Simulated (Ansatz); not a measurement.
# BaIBr (Pnma): converging the G0W0 gap, part 2 of 2

Wanted: a G0W0 gap for BaIBr (Pnma) that is converged in bands and cutoff, or an estimate of the limit.

Ansatz 0.2.0; G0W0 on r2SCAN, plane waves, PAW. Known limits of the many-body steps: not at the basis limit; no spin-orbit coupling; coarse k mesh.

So far. Step 4 (1374 empty bands, screening to 120 eV): Against the run with 2×4×2 mesh, 638 empty bands, screening to 72 eV, the gap moves by +0.16 eV. Step 5 (Changing the k mesh: 2×2×2 mesh, 638 empty bands …): Against the run with 2×4×2 mesh, 638 empty bands, screening to 72 eV, the gap moves by −0.02 eV.

## 6. Changing the frequency model: 2×4×2 mesh, 638 empty bands, screening to 72 eV, plasmon pole

A plasmon pole stands in for the full frequency dependence of the screening; this run shows what that costs in accuracy.

input.yaml

```yaml
crystal:
  lattice:
    - [8.81446039, 0.0, 0.0]
    - [0.0, 5.12429103, 0.0]
    - [0.0, 0.0, 10.19167839]
  atoms:
    - { symbol: Ba, position: [0.72882454, 0.25, 0.37513703] }
    - { symbol: Ba, position: [0.27117546, 0.75, 0.62486297] }
    - { symbol: Ba, position: [0.77117546, 0.75, 0.87513703] }
    - { symbol: Ba, position: [0.22882454, 0.25, 0.12486297] }
    - { symbol: I, position: [0.47161056, 0.25, 0.83177655] }
    - { symbol: I, position: [0.52838944, 0.75, 0.16822345] }
    - { symbol: I, position: [0.02838944, 0.75, 0.33177655] }
    - { symbol: I, position: [0.97161056, 0.25, 0.66822345] }
    - { symbol: Br, position: [0.8564719, 0.25, 0.06668585] }
    - { symbol: Br, position: [0.1435281, 0.75, 0.93331415] }
    - { symbol: Br, position: [0.6435281, 0.75, 0.56668585] }
    - { symbol: Br, position: [0.3564719, 0.25, 0.43331415] }
kpoints:
  mp_grid: { grid: [2, 4, 2] }
hamiltonian:
  xc: r2scan
scf:
  occupations: { method: fixed }
gw:
  n_empty_bands: 638
  ecut_chi: 72
  qp_bands: [v2, c2]
  qp_kpoints: band_edges
  screening: { model: godby_needs }
```

Launch:

```console
$ ansatz run input.yaml --threads 32 --pin off --max-ram 129024MiB --backend cuda --events-out ev --progress --plain --runs-dir out --devices 1 --max-vram 157GiB
```

Numbers of over 12 decimals in the logs are rounded to 6 here.

The program printed:

```text
GPUs: using 1 of 1 available (devices: 1).
[...]
GPU FFT provider: cuFFT
GPU libraries: cuBLAS 13.8.1, cuFFT 12.4.0, cuSOLVER 12.3.2
[...]
Crystal: 12 atoms, lattice volume = 460.336 Å³
Basis set: ecut = 500 eV, 11719 PW (Γ), exchange–correlation on 288×160×300 points (64 copies of the dense FFT grid, shifted against one another)
[...]
1    70      9.2005    -5.4348    -3.4351    -9.4909  0.8422     9.8240     9.8216  root
[...]
11    67      4.3556   -17.7726     1.9938   -14.9308  0.8217     3.5040     3.5077  root
    11    68      4.3556   -17.7726     1.9938   -14.9308  0.8217     3.5040     3.5077  root
    11    69     10.3159    -6.2493    -3.6556   -10.6664  0.8371    11.0814    11.0775  root
    11    70     10.3159    -6.2493    -3.6556   -10.6664  0.8371    11.0814    11.0775  root
[key lines of the parts left out:]
SCF converged after 6 iterations
Free energy (F): -65169.665023 eV
Fermi energy:    4.736177 eV
```

Elapsed: 18 s, on 1 × NVIDIA GB200 with 32 threads of Arm Neoverse V2, shared host; peak memory 6.5 GiB; 2.3 min of CPU time.

This step gave:

| Quantity | Value |
| --- | --- |
| bands summed | 706 |
| plasmon-pole fit frequency | 20.18 eV |
| RPA ε∞ on this mesh (eigenvalues) | 3.375, 3.375, 3.376 |
| plane waves in the screening matrix | 629 |
| G0W0 gap on the mesh | 5.352 eV |
| k of the valence top | 0, 0, 0 |
| k of the conduction bottom | 0, 0, 0 |
| starting gap on the mesh | 3.992 eV |
| least direct G0W0 gap on the computed points | 5.352 eV |

Against the run with 2×4×2 mesh, 638 empty bands, screening to 72 eV, the gap moves by −0.008 eV.

## 7. Changing the files: 2×4×2 mesh, 638 empty bands, screening to 72 eV, hard PAW files

Other atomic data (hard PAW) test the pseudisation: the cutoff goes from 500 to 680 eV and the valence electrons from 136 to 176, which opens shells that were frozen.

Edit input.yaml of step 6 so:

```diff
@@ -22,2 +22,3 @@
   xc: r2scan
+  pseudopotentials: { kind: paw, source: ansatz }
 scf:
@@ -29,2 +30,2 @@
   qp_kpoints: band_edges
-  screening: { model: godby_needs }
+  screening: { model: contour_deformation }
```

The program printed:

```text
GPUs: using 1 of 1 available (devices: 1).
[...]
Crystal: 12 atoms, lattice volume = 460.336 Å³
Basis set: ecut = 680 eV, 18563 PW (Γ), exchange–correlation on 432×256×500 points (64 copies of the dense FFT grid, shifted against one another)
Bands: 106, of which v1, the nominal top of the filled ones, is band 88 counted from 1 (87 counted from 0)
Symmetry: 8 space group operations
[...]
1    90      9.8605    -5.4303    -3.4387    -9.4873  0.8340    10.4825    10.4788  root
[...]
11    87      5.0158   -17.7697     1.9910   -14.9264  0.8055     4.1551     4.1635  root
    11    88      5.0158   -17.7697     1.9910   -14.9264  0.8055     4.1551     4.1635  root
    11    89     10.9759    -6.2449    -3.6711   -10.6640  0.8273    11.7299    11.7239  root
    11    90     10.9759    -6.2449    -3.6711   -10.6640  0.8273    11.7299    11.7239  root
[key lines of the parts left out:]
SCF converged after 9 iterations
Free energy (F): -78533.709008 eV
Fermi energy:    5.396300 eV
```

It took 31 s on 1 × NVIDIA GB200 with 32 threads; peak memory 11 GiB; 2 min of CPU time.

This step gave:

| Property | Result |
| --- | --- |
| bands summed | 726 |
| RPA ε∞ on this mesh (eigenvalues) | 3.375, 3.375, 3.376 |
| plane waves in the screening matrix | 629 |
| G0W0 gap on the mesh | 5.363 eV |
| k of the valence top | 0, 0, 0 |
| k of the conduction bottom | 0, 0, 0 |
| starting gap on the mesh | 3.992 eV |
| least direct G0W0 gap on the computed points | 5.363 eV |

Against the run with 2×4×2 mesh, 638 empty bands, screening to 72 eV, the gap moves by +0.004 eV.

## 8. The runs together

Times are wall times on 1 × NVIDIA GB200 with 32 threads of Arm Neoverse V2, shared host, good to a factor of about two.

```csv
mesh,files,frequency,bands summed,cutoff (eV),start (eV),G0W0 (eV),time,host memory (GiB)
2×4×2,default PAW,contour deformation,293,36,3.992,5.227,9.5 s,3.6
2×4×2,default PAW,contour deformation,706,72,3.992,5.359,18 s,6.5
2×4×2,default PAW,contour deformation,1442,120,3.992,5.523,42 s,11
2×2×2,default PAW,contour deformation,706,72,3.989,5.337,9.1 s,4.9
2×4×2,default PAW,plasmon pole,706,72,3.992,5.352,18 s,6.5
2×4×2,hard PAW,contour deformation,726,72,3.992,5.363,31 s,11
```

The parts of the quasiparticle energy at the two band edges (eV; QP = start + Σx + Σc − Vxc):

```csv
run,edge,start,Σx,Σc,Vxc,Z,QP
293 bands,valence top,4.74,-18.08,2.31,-15.34,0.82,4.32
293 bands,conduction bottom,8.73,-5.08,-3.08,-8.97,0.84,9.54
706 bands,valence top,4.74,-18.08,1.92,-15.34,0.81,3.92
706 bands,conduction bottom,8.73,-5.08,-3.34,-8.97,0.84,9.28
1442 bands,valence top,4.74,-18.08,1.65,-15.34,0.81,3.65
1442 bands,conduction bottom,8.73,-5.08,-3.45,-8.97,0.84,9.17
```

## 9. Summary of results

```json
{
 "293 bands, 36 eV": "5.227 eV",
 "706 bands, 72 eV": "5.359 eV",
 "1442 bands, 120 eV": "5.523 eV",
 "estimated limit in bands and cutoff": "5.68 eV",
 "mesh and start": "2×4×2, r2SCAN"
}
```

In words: A line in one over the bands through the two highest rungs gives 5.68 eV, +0.16 eV from the top rung; the pair below gives 5.45 eV, so the estimate is still climbing. The rungs stand 0.45 eV (293 bands), 0.32 eV (706 bands) and 0.16 eV (1442 bands) from it. From 293 to 1442 bands the gap moves by +0.30 eV while the time grows 4.4-fold. Σc changes by −0.67 eV at the valence top and −0.37 eV at the conduction bottom, so both edges matter. On the 2×2×2 mesh in place of 2×4×2 the gap differs by −0.02 eV, of which −0.003 eV is already in the start. The plasmon-pole model gives −0.01 eV against contour deformation, 1 % of the correction, and saved no time in this program. Hard PAW files move the gap by +0.004 eV at equal bands and cutoff, −0.0003 eV of it in the start. The many-body steps are scalar-relativistic: spin-orbit coupling is not in them.

[Paths, hosts, dates, memory and timing lines, banners, echoed tables and standing remarks are left out of the program output.]

[Logs are printed without paths, hosts, clocks, repeated set-up lines and the standing remarks that a program may print on its own settings, such as how far it seeks lower states.]

[Runs of the session that timed out or met a known fault of the program may be left out.]

[Cells called generated may have been cut or substituted from an entry of the Crystallography Open Database or the Materials Project.]

[Hosts, paths, dates, database ids (printed as entryN), source tags and the programs' standing remarks are cut or masked in the printed files.]
